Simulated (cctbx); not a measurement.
# Accept or mend?

Cell a = 11.3620 Å, b = 4.4230 Å, c = 8.6100 Å, α = 90.00°, β = 108.13°, γ = 90.00°; space group C2/m (no. 12). The compound is HoTm2Zn2Sn4.

The data are simulated with cctbx, not measured: Mo Kα, λ = 0.71073 Å, to d = 0.6 Å, 95 % of the full sphere, strongest reflection 40000 counts, noise from counting, a 2 % proportional error and a noise floor of 15 counts (s.d.); no absorption.

An anisotropic refinement with weights 1/σ² prints:

```text
Rint 0.024, 1103 unique reflections to 0.60 A
cycle     R1     wR2    GooF  max shift (A)
   1  0.2678  0.5067  17.541   0.00508
   2  0.2372  0.4543  15.727   0.00009
final R1 0.2372 wR2 0.4543 GooF 15.727  parameters 22  data/parameter 50.1
atom        x        y        z      Ueq    occ   su(xyz)  su(Uiso or U11)
Tm1    0.87709  0.50000  0.30527   0.0143  1.000  0.00041  0.0013
Ho1    0.00000  0.00000  0.00000   0.0049  1.000  0.00000  0.0014
Sn1    0.71187  0.00000  0.08356   0.0096  1.000  0.00060  0.0017
Sn2    0.59924  0.50000  0.40528   0.0109  1.000  0.00069  0.0016
difference map: max 158.48 min -11.66 rms 5.20
Q1    0.1910  0.5000  0.3762    4  166.42  2.49 A from Sn2
Q2    0.1286  0.5000  0.6985    4   47.34  0.06 A from Tm1
Q3    0.0000  0.0000  0.0000    2   40.03  0.00 A from Ho1
Q4    0.2145  0.5000  0.0749    4   28.43  0.09 A from Sn1
Q5    0.1037  0.0000  0.4183    4   23.57  0.11 A from Sn2
Q6    0.0775  0.5000  0.5226    4   13.04  1.41 A from Tm1
```

**Question.** Can this result stand? If not, what is the likely fault?

Mend it. The fault: an atom left out, Zn at (0.8086, 1/2, 0.6234). Against the right model at the same level, R1 goes from 0.0140 to 0.2372 and GooF from 0.94 to 15.73 and the top difference peak, 166.4 e/Å³, lies 2.49 Å from Sn2. Q1 is the missing atom. With scattering power missing, scale and phases suffer, so peaks may also grow on the heavy atoms.

The compound is HoTm2Zn2Sn4. The right model at the same level gives:

```text
Rint 0.024, 1103 unique reflections to 0.60 A
cycle     R1     wR2    GooF  max shift (A)
   1  0.1049  0.2143   7.441   0.00230
   2  0.0140  0.0271   0.942   0.00000
final R1 0.0140 wR2 0.0271 GooF 0.942  parameters 28  data/parameter 39.4
atom        x        y        z      Ueq    occ   su(xyz)  su(Uiso or U11)
Tm1    0.87681  0.50000  0.30518   0.0174  1.000  0.00002  0.0001
Ho1    0.00000  0.00000  0.00000   0.0085  1.000  0.00000  0.0001
Sn1    0.71190  0.00000  0.08291   0.0138  1.000  0.00003  0.0001
Sn2    0.59950  0.50000  0.40580   0.0151  1.000  0.00004  0.0001
Zn1    0.80859  0.50000  0.62344   0.0151  1.000  0.00006  0.0002
difference map: max 2.61 min -1.56 rms 0.38
Q1    0.2146  0.0000  0.9668    4    2.62  1.05 A from Sn1
Q2    0.2233  0.5000  0.9366    4    1.95  1.31 A from Sn1
Q3    0.2382  0.5000  0.8479    4    1.68  1.54 A from Tm1
Q4    0.0163  0.5000  0.1874    4    1.37  2.13 A from Tm1
Q5    0.1503  0.1326  0.1946    8    1.33  2.07 A from Ho1
Q6    0.0053  0.1060  0.2252    8    1.33  1.66 A from Sn2
```

The model is made up (kin elements in a known structure type, no relaxation), so it says nothing on whether the phase exists.

[Middle refinement cycles are left out of these outputs.]

[Logs are printed without paths, hosts, clocks, repeated set-up lines and the standing remarks that a program may print on its own settings, such as how far it seeks lower states.]
